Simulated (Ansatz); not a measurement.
# Ba on Co(0001): change of the work function, part 3 of 4

Aim: the work function of Co(0001) at several coverages of Ba (fcc site), and the dipole that each adsorbate carries.

Ansatz 0.2.0; plane-wave DFT, PBE, Ansatz PAW.

So far, work function, upper face (eV): step 2 (the clean slab) 4.93; step 3 (37 atoms, coverage 0.111 ML, cell 3x3) 1.82.

### Step 4. Adsorbate added, k-mesh 6×6×1, coverage 0.25 ML

System of this step: Ba/Co(0001). The cell holds 17 atoms: 16 Co and 1 Ba. Cell: a = 5.020 Å, b = 5.020 Å, c = 27.226 Å, α = 90.0°, β = 90.0°, γ = 60.0°. Vacuum lies along c.

Another coverage, to see how the dipoles act on each other as their distance changes.

input.yaml

```yaml
crystal:
  lattice:
    - [5.02, 0.0, 0.0]
    - [2.51, 4.347447527, 0.0]
    - [0.0, 0.0, 27.2258500873]
  atoms:
    - { symbol: Co, position: [0.3333333333, 0.3333333333, 0.3305681906], spin: 1.82 }
    - { symbol: Co, position: [0.0, 0.0, 0.4053357366], spin: 1.76 }
    - { symbol: Co, position: [0.3333333333, 0.3333333333, 0.4804631286], spin: 1.74 }
    - { symbol: Co, position: [0.0, 0.0, 0.5519181601], spin: 1.79 }
    - { symbol: Co, position: [0.3333333333, 0.8333333333, 0.3305681906], spin: 1.82 }
    - { symbol: Co, position: [0.0, 0.5, 0.4053357366], spin: 1.76 }
    - { symbol: Co, position: [0.3333333333, 0.8333333333, 0.4804631286], spin: 1.74 }
    - { symbol: Co, position: [0.0, 0.5, 0.5519181601], spin: 1.79 }
    - { symbol: Co, position: [0.8333333333, 0.3333333333, 0.3305681906], spin: 1.82 }
    - { symbol: Co, position: [0.5, 0.0, 0.4053357366], spin: 1.76 }
    - { symbol: Co, position: [0.8333333333, 0.3333333333, 0.4804631286], spin: 1.74 }
    - { symbol: Co, position: [0.5, 0.0, 0.5519181601], spin: 1.79 }
    - { symbol: Co, position: [0.8333333333, 0.8333333333, 0.3305681906], spin: 1.82 }
    - { symbol: Co, position: [0.5, 0.5, 0.4053357366], spin: 1.76 }
    - { symbol: Co, position: [0.8333333333, 0.8333333333, 0.4804631286], spin: 1.74 }
    - { symbol: Co, position: [0.5, 0.5, 0.5519181601], spin: 1.79 }
    - { symbol: Ba, position: [0.1666666667, 0.1666666667, 0.6694318094] }
magnetization:
  spin_polarized: true
kpoints:
  mp_grid: { grid: [6, 6, 1] }
hamiltonian:
  xc: pbe
scf:
  occupations: { method: fermi_dirac, width: 0.1 }
  convergence: { dr2_threshold: 1.0e-08 }
efield:
  axis: 3
  dipole_correction: true
  ramp_position: 0.97
  ramp_width: 0.06
relax:
  f_tol: 0.02
  max_steps: 60
  constraints: [{ sites: [0, 1, 4, 5, 8, 9, 12, 13] }]
output:
  dos: { projected: true, e_range: [-8, 4] }
  write_potential: true
  write_density: true
  volumetric_format: npy
  elf: true
```

Launch:

```bash
$ ansatz run input.yaml --threads 4 --pin off --max-ram 16384MiB --backend cpu --events-out ev --progress --plain --runs-dir out
```

Log:

```text
[...]
Crystal: 17 atoms, lattice volume = 594.182 Å³
Basis set: ecut = 420 eV, 11725 PW (Γ), exchange–correlation on 72×72×384 points (8 copies of the dense FFT grid, shifted against one another)
Bands: 187, of which v1, the nominal top of the filled ones, is band 141 counted from 1 (140 counted from 0)
Symmetry: 6 space group operations
k-points: 7 of 36 (time reversal used)
[...]
Starting moments: Σ|m| = 28.44 μB on 16 of 17 sites
[...]
SCF iter   1: F=—  HF=-87958.132919 eV  |F-HF|=—  |Δ(HF+E_count)|=         —  Δρ=4.03e-2 (↑9.62e-3 ↓4.03e-2)  dr2=5.35e1  dr2_m=2.03e0  M=27.569 μB ∫|m|=28.597 μB  β_m=1.00  ethr=3.10e-3  p=0.000 e·Å  D=2.03e-6 V/Å  ΔV_dip=-0.00 eV  dr2_dipole=9.80e0  V_vac-E_F(+/−)=7.24/7.24 eV  ⟨swp⟩=10.0  Hψ=13938  notcnv=0  defer=223
[...]
SCF iter  21: F=-87963.344193 eV  HF=-87963.344193 eV  |F-HF|=5.40e-9  |Δ(HF+E_count)|=   2.43e-8  Δρ=4.02e-7 (↑3.21e-7 ↓4.02e-7)  dr2=2.59e-9  dr2_m=2.92e-10  M=27.118 μB ∫|m|=29.921 μB  ethr=1.00e-12  p=0.271 e·Å  D=8.24e-2 V/Å  ΔV_dip=-2.24 eV  dr2_dipole=6.82e-10  V_vac-E_F(+/−)=2.74/4.98 eV  ⟨swp⟩=15.5  Hψ=23347  notcnv=0
SCF 1 converged in 21 iterations: F = -87963.344193 eV  dr2 = 2.59e-9
[...]
relax step   1: F+E_penalty+E_count = -87963.34419270 eV  Δ(F+E_penalty+E_count) = +0.000e0 eV  max|allowed force component| = 9.797e-1 eV/Å  Δτ_max = 0.0000 Å  (21 SCF iters, accepted)
[...]
SCF iter  17: F=-87963.502962 eV  HF=-87963.502962 eV  |F-HF|=8.32e-9  |Δ(HF+E_count)|=   1.74e-8  Δρ=8.07e-7 (↑2.94e-7 ↓8.07e-7)  dr2=9.52e-9  dr2_m=4.34e-10  M=27.152 μB ∫|m|=29.903 μB  ethr=3.55e-12  p=0.277 e·Å  D=8.44e-2 V/Å  ΔV_dip=-2.30 eV  dr2_dipole=2.24e-10  V_vac-E_F(+/−)=2.69/4.99 eV  ⟨swp⟩=14.4  Hψ=18603  notcnv=0
SCF 2 converged in 17 iterations: F = -87963.502962 eV  dr2 = 9.52e-9
relax step   2: F+E_penalty+E_count = -87963.50296174 eV  Δ(F+E_penalty+E_count) = -1.588e-1 eV  max|allowed force component| = 8.764e-1 eV/Å  Δτ_max = 0.1632 Å  (17 SCF iters, accepted)
SCF iter   1: F=—  HF=-87963.692838 eV  |F-HF|=—  |Δ(HF+E_count)|=         —  Δρ=3.28e-3 (↑1.85e-3 ↓3.28e-3)  dr2=3.22e-1  dr2_m=2.65e-2  M=27.169 μB ∫|m|=29.942 μB  β_m=1.00  ethr=6.04e-4  p=0.277 e·Å  D=8.44e-2 V/Å  ΔV_dip=-2.30 eV  dr2_dipole=3.02e-3  V_vac-E_F(+/−)=2.70/5.00 eV  ⟨swp⟩=6.4  Hψ=7403  notcnv=0  defer=180
[...]
SCF iter  17: F=-87963.671421 eV  HF=-87963.671421 eV  |F-HF|=1.73e-9  |Δ(HF+E_count)|=   5.78e-9  Δρ=5.73e-7 (↑2.50e-7 ↓5.73e-7)  dr2=3.99e-9  dr2_m=2.58e-10  M=27.213 μB ∫|m|=29.945 μB  ethr=2.59e-12  p=0.293 e·Å  D=8.94e-2 V/Å  ΔV_dip=-2.43 eV  dr2_dipole=3.09e-12  V_vac-E_F(+/−)=2.56/4.99 eV  ⟨swp⟩=11.9  Hψ=20156  notcnv=0
SCF 3 converged in 17 iterations: F = -87963.671421 eV  dr2 = 3.99e-9
[...]
relax step   3: F+E_penalty+E_count = -87963.67142132 eV  Δ(F+E_penalty+E_count) = -1.685e-1 eV  max|allowed force component| = 5.819e-1 eV/Å  Δτ_max = 0.1978 Å  (17 SCF iters, accepted)
[...]
relax step   4: F+E_penalty+E_count = -87963.74640048 eV  Δ(F+E_penalty+E_count) = -7.498e-2 eV  max|allowed force component| = 8.218e-2 eV/Å  Δτ_max = 0.1950 Å  (15 SCF iters, accepted)
[...]
relax step   5: F+E_penalty+E_count = -87963.75069982 eV  Δ(F+E_penalty+E_count) = -4.299e-3 eV  max|allowed force component| = 1.110e-1 eV/Å  Δτ_max = 0.0735 Å  (16 SCF iters, accepted)
SCF iter   1: F=—  HF=-87963.753137 eV  |F-HF|=—  |Δ(HF+E_count)|=         —  Δρ=9.79e-4 (↑6.99e-4 ↓9.79e-4)  dr2=9.33e-3  dr2_m=3.30e-3  M=26.909 μB ∫|m|=29.672 μB  β_m=1.00  ethr=3.70e-5  p=0.313 e·Å  D=9.52e-2 V/Å  ΔV_dip=-2.59 eV  dr2_dipole=2.52e-3  V_vac-E_F(+/−)=2.40/4.99 eV  ⟨swp⟩=3.6  Hψ=5421  notcnv=0  defer=223
[...]
SCF iter  12: F=-87963.753272 eV  HF=-87963.753272 eV  |F-HF|=5.60e-9  |Δ(HF+E_count)|=   8.09e-9  Δρ=7.55e-7 (↑4.12e-7 ↓7.55e-7)  dr2=8.23e-9  dr2_m=3.81e-10  M=26.925 μB ∫|m|=29.686 μB  ethr=1.35e-12  p=0.312 e·Å  D=9.50e-2 V/Å  ΔV_dip=-2.59 eV  dr2_dipole=7.36e-12  V_vac-E_F(+/−)=2.40/4.98 eV  ⟨swp⟩=11.6  Hψ=19712  notcnv=0
SCF 6 converged in 12 iterations: F = -87963.753272 eV  dr2 = 8.23e-9
relax step   6: F+E_penalty+E_count = -87963.75327202 eV  Δ(F+E_penalty+E_count) = -2.572e-3 eV  max|allowed force component| = 6.588e-3 eV/Å  Δτ_max = 0.0188 Å  (12 SCF iters, accepted)
[...]
SCF converged after 12 iterations
Magnetization: 26.9249 μB (154.4625 up, 127.5375 down)
Absolute magnetization: 29.6942 μB (∫|ρ↑−ρ↓|, with the PAW one-centre terms)
[...]
Per-site moments (μB) at R_I (Å): [(1.832539, 1.030734), (1.764135, 1.026974), (1.730266, 1.000482), (1.639470, 0.996424), (1.832539, 1.030734), (1.764135, 1.026974), (1.730266, 1.000482), (1.639470, 0.996424), (1.832539, 1.030734), (1.764135, 1.026974), (1.730266, 1.000482), (1.639470, 0.996424), (1.838283, 1.030734), (1.753976, 1.030734), (1.754645, 0.996424), (1.785962, 1.027721), (-0.032772, 1.234100)]
Free energy (F): -87963.753272 eV
[...]
Internal energy: -87963.133612 eV  (E = F + TS)
E sigma→0 (E₀):  -87963.443442 eV
Entropy (-TS):   -0.619660 eV (-36.451 meV/atom)
Fermi energy:    3.944444 eV
Dipole field:    D = 0.094978 V/Å  (p = 0.311874 e·Å, saw-weighted, corrected)
Work function:   Φ+ = 2.3977 eV   Φ− = 4.9836 eV
[...]
--- Forces (eV/Å), atoms counted from 1 ---
  atom   1  Co     0.00095256     0.00054996     0.48366414
  atom   2  Co     0.03945083     0.02277695    -0.48759503
  atom   3  Co     0.00570518     0.00329389     0.00163495
  atom   4  Co     0.00360174     0.00207947     0.00130169
  atom   5  Co     0.00000000    -0.00109993     0.48366414
  atom   6  Co    -0.00000000    -0.04555389    -0.48759503
  atom   7  Co    -0.00000000    -0.00658778     0.00163495
  atom   8  Co     0.00000000    -0.00415893     0.00130169
  atom   9  Co    -0.00095256     0.00054996     0.48366414
  atom  10  Co    -0.03945083     0.02277695    -0.48759503
  atom  11  Co    -0.00570518     0.00329389     0.00163495
  atom  12  Co    -0.00360174     0.00207947     0.00130169
  atom  13  Co     0.00000000    -0.00000000     0.47892614
  atom  14  Co    -0.00000000     0.00000000    -0.47393556
  atom  15  Co     0.00000000    -0.00000000     0.00602083
  atom  16  Co    -0.00000000    -0.00000000    -0.00323446
  atom  17  Ba    -0.00000000    -0.00000000    -0.00482627
  max |Σ_I F_I| component: 3.21e-5 eV/Å
--- Band table (eV; the first three rows and the last of 14) ---
  k-point 0 ↑: bands = [... 137 lower, 3.0234, 3.0234, 3.0286, 3.1670, 3.1670, 3.1841, 3.2357, 3.2357, ... 42 higher]
  k-point 1 ↑: bands = [... 137 lower, 2.9587, 2.9669, 2.9794, 3.0093, 3.0156, 3.0321, 3.0541, 3.1451, ... 42 higher]
  k-point 2 ↑: bands = [... 137 lower, 2.6961, 2.7154, 2.7258, 2.8001, 2.8523, 2.8713, 2.8770, 2.8911, ... 42 higher]
  k-point 6 ↓: bands = [... 137 lower, 4.4858, 4.6650, 4.7043, 4.7054, 4.7121, 4.7212, 4.7798, 4.7811, ... 42 higher]
--- Relaxed structure (6 steps of the walk, 6 accepted, 0 SCFs on fresh bases) ---
  F+E_penalty+E_count = -87963.75327202 eV   max|allowed force component| = 6.588e-3 eV/Å
  atoms:
    - { symbol: Co, position: [0.333333, 0.333333, 0.330568] }
    - { symbol: Co, position: [2.666712e-17, 2.666712e-17, 0.4053357366] }
    - { symbol: Co, position: [0.334261, 0.334261, 0.480547] }
    - { symbol: Co, position: [-0.00334866, -0.00334866, 0.551466] }
    - { symbol: Co, position: [0.333333, 0.833333, 0.330568] }
    - { symbol: Co, position: [8.326673e-17, 0.500000, 0.4053357366] }
    - { symbol: Co, position: [0.334261, 0.831478, 0.480547] }
    - { symbol: Co, position: [-0.00334866, 0.506697, 0.551466] }
    - { symbol: Co, position: [0.833333, 0.333333, 0.330568] }
    - { symbol: Co, position: [0.500000, 2.666712e-17, 0.4053357366] }
    - { symbol: Co, position: [0.831478, 0.334261, 0.480547] }
    - { symbol: Co, position: [0.506697, -0.00334866, 0.551466] }
    - { symbol: Co, position: [0.833333, 0.833333, 0.330568] }
    - { symbol: Co, position: [0.5, 0.500000, 0.4053357366] }
    - { symbol: Co, position: [0.833333, 0.833333, 0.479692] }
    - { symbol: Co, position: [0.5, 0.500000, 0.555196] }
    - { symbol: Ba, position: [0.166667, 0.166667, 0.647001] }
```

Run time: 11 min. Hardware: 4 threads of Arm Neoverse V1, shared host; peak memory 3.3 GiB.

Relaxation path:

| step | energy less that of the first step (eV) | largest force component (eV/Å) |
| --- | --- | --- |
| 1 | 0.0000 | 0.9797 |
| 2 | -0.1588 | 0.8764 |
| 3 | -0.3272 | 0.5819 |
| 4 | -0.4022 | 0.0822 |
| 5 | -0.4065 | 0.1110 |
| 6 | -0.4091 | 0.0066 |

The run keeps the 6 symmetry operations that the program found, so distortions that break them were not tested.

The atoms that moved most (Å):

| atom | dx | dy | dz | length |
| --- | --- | --- | --- | --- |
| Ba17 | 0.000 | 0.000 | -0.611 | 0.611 |
| Co16 | 0.000 | 0.000 | 0.089 | 0.089 |
| Co12 | 0.025 | -0.015 | -0.012 | 0.032 |
| Co4 | -0.025 | -0.015 | -0.012 | 0.032 |
| Co8 | 0.000 | 0.029 | -0.012 | 0.032 |
| Co15 | 0.000 | 0.000 | -0.021 | 0.021 |
| Co7 | 0.000 | -0.008 | 0.002 | 0.008 |
| Co3 | 0.007 | 0.004 | 0.002 | 0.008 |

The relaxed structure:

```
Co Ba
1.0
     5.02000    0.00000    0.00000
     2.51000    4.34745    0.00000
     0.00000    0.00000   27.22585
Co Ba
16 1
Direct
  0.33333 0.33333 0.33057
  0.00000 0.00000 0.40534
  0.33426 0.33426 0.48055
  0.99665 0.99665 0.55147
  0.33333 0.83333 0.33057
  0.00000 0.50000 0.40534
  0.33426 0.83148 0.48055
  0.99665 0.50670 0.55147
  0.83333 0.33333 0.33057
  0.50000 0.00000 0.40534
  0.83148 0.33426 0.48055
  0.50670 0.99665 0.55147
  0.83333 0.83333 0.33057
  0.50000 0.50000 0.40534
  0.83333 0.83333 0.47969
  0.50000 0.50000 0.55520
  0.16667 0.16667 0.64700
```

Read from the output:

```
energy at zero smearing        : -87963.4434 eV
total moment                   : 26.92 μB
work function, upper face      : 2.398 eV
work function, lower face      : 4.984 eV
dipole along the normal        : 0.3119 e·Å
step between the vacuum levels : -2.586 eV
```

Running mean over 2.03561 Å of the planar mean; the ramp of the sawtooth is left out. The electron's electrostatic potential energy less the Fermi level by z:

z (Å), electron's electrostatic potential energy less the Fermi level (eV) and a bar from the least value:
```
        4        5.0 ##############################
        5        5.0 ##############################
        6        4.9 ##############################
        7        4.2 #############################
        8       -3.5 ##############
        9      -10.3 ##
       10      -10.5 ##
       11      -10.5 #
       12      -10.5 ##
       13      -10.6 #
       14      -11.3 
       15      -10.5 ##
       16       -5.7 ##########
       17       -2.7 ################
       18       -3.9 ##############
       19       -0.5 ####################
       20        1.7 ########################
       21        2.2 #########################
       22        2.4 #########################
       23        2.4 #########################
       24        2.4 #########################
```

The density of states has structure finer than the step of the table below, so its rows give means over 0.25 eV. Peaks (eV: height): total -2.410: 55.2, -2.230: 49.7, -2.080: 58.1, -1.620: 52.4, -1.530: 56.4, -1.110: 62.7, -0.870: 79.8; up -2.620: 41.3, -2.410: 43.7, -2.080: 41.3, -1.620: 41.8, -1.530: 37.4, -1.110: 46.2, -0.870: 43.9; down -0.870: 35.9, -0.420: 26.4, -0.360: 32.5, 0.090: 29.2, 0.840: 36.7, 0.960: 34.1, 1.110: 39.3.

Density of states against energy, zero at the Fermi level; means over each step; values in states/eV a cell:

| energy (eV) | total | up | down |
| --- | --- | --- | --- |
| -7.75 | 0.940 | 0.473 | 0.466 |
| -7.50 | 0.906 | 0.462 | 0.444 |
| -7.25 | 1.06 | 0.563 | 0.496 |
| -7.00 | 2.31 | 1.26 | 1.05 |
| -6.75 | 2.13 | 1.02 | 1.10 |
| -6.50 | 1.85 | 1.01 | 0.832 |
| -6.25 | 2.08 | 1.05 | 1.03 |
| -6.00 | 2.60 | 1.73 | 0.879 |
| -5.75 | 3.18 | 1.48 | 1.70 |
| -5.50 | 2.77 | 1.70 | 1.07 |
| -5.25 | 4.26 | 2.86 | 1.39 |
| -5.00 | 9.02 | 7.81 | 1.20 |
| -4.75 | 11.4 | 7.85 | 3.58 |
| -4.50 | 14.4 | 11.9 | 2.54 |
| -4.25 | 17.3 | 15.6 | 1.66 |
| -4.00 | 18.4 | 10.8 | 7.60 |
| -3.75 | 18.4 | 14.1 | 4.25 |
| -3.50 | 19.9 | 13.7 | 6.16 |
| -3.25 | 20.0 | 10.8 | 9.16 |
| -3.00 | 31.6 | 22.1 | 9.48 |
| -2.75 | 32.4 | 22.2 | 10.1 |
| -2.50 | 41.6 | 32.4 | 9.24 |
| -2.25 | 41.8 | 24.1 | 17.7 |
| -2.00 | 30.2 | 21.1 | 9.03 |
| -1.75 | 29.1 | 20.6 | 8.47 |
| -1.50 | 41.4 | 23.5 | 17.9 |
| -1.25 | 41.4 | 22.6 | 18.8 |
| -1.00 | 52.3 | 27.3 | 25.0 |
| -0.75 | 45.0 | 21.3 | 23.7 |
| -0.50 | 20.9 | 4.60 | 16.3 |
| -0.25 | 20.7 | 4.44 | 16.3 |
| 0.00 | 17.5 | 4.63 | 12.9 |
| 0.25 | 17.0 | 2.33 | 14.6 |
| 0.50 | 20.6 | 2.68 | 17.9 |
| 0.75 | 23.7 | 3.42 | 20.3 |
| 1.00 | 35.0 | 5.46 | 29.6 |
| 1.25 | 24.2 | 4.45 | 19.8 |
| 1.50 | 9.31 | 3.10 | 6.21 |
| 1.75 | 7.51 | 2.79 | 4.72 |

Projected DOS per atom over height of the atomic layer and energy from the Fermi level. Layers: Co4 Co4 Co4 Co4 Ba from below.

Ten even steps from '_' (0.00 states/eV) to '@' (3.18 states/eV), each cell a mean:
```
__________
::----::__
++++++==..
==::::==..
--::::--::
++======__
@@@@@@@@__
%%****%%..
++====++..
%%####%%__
**++++**__
--====--__
--====--__
::--==::__
..----::__
........__
__________
__________
__________
__________
__________
__________
```
Columns: height of the atomic layer (Å) from 9 to 17.6 (not evenly spaced); rows upwards: energy from the Fermi level (eV) from -7.96 to 1.95.

(Part 3 of 4 ends here.)

[Long decimals in the printed logs are rounded to 6 places.]

[Logs are printed without paths, hosts, clocks, repeated set-up lines and the standing remarks that a program may print on its own settings, such as how far it seeks lower states.]

[Hosts, paths, dates, database ids (printed as entryN), source tags and the programs' standing remarks are cut or masked in the printed files.]

[Maps of the electrostatic potential energy from Ansatz leave out the sawtooth potential of an applied field or a dipole correction, so their vacuum need not be flat; planar profiles and work functions include it.]
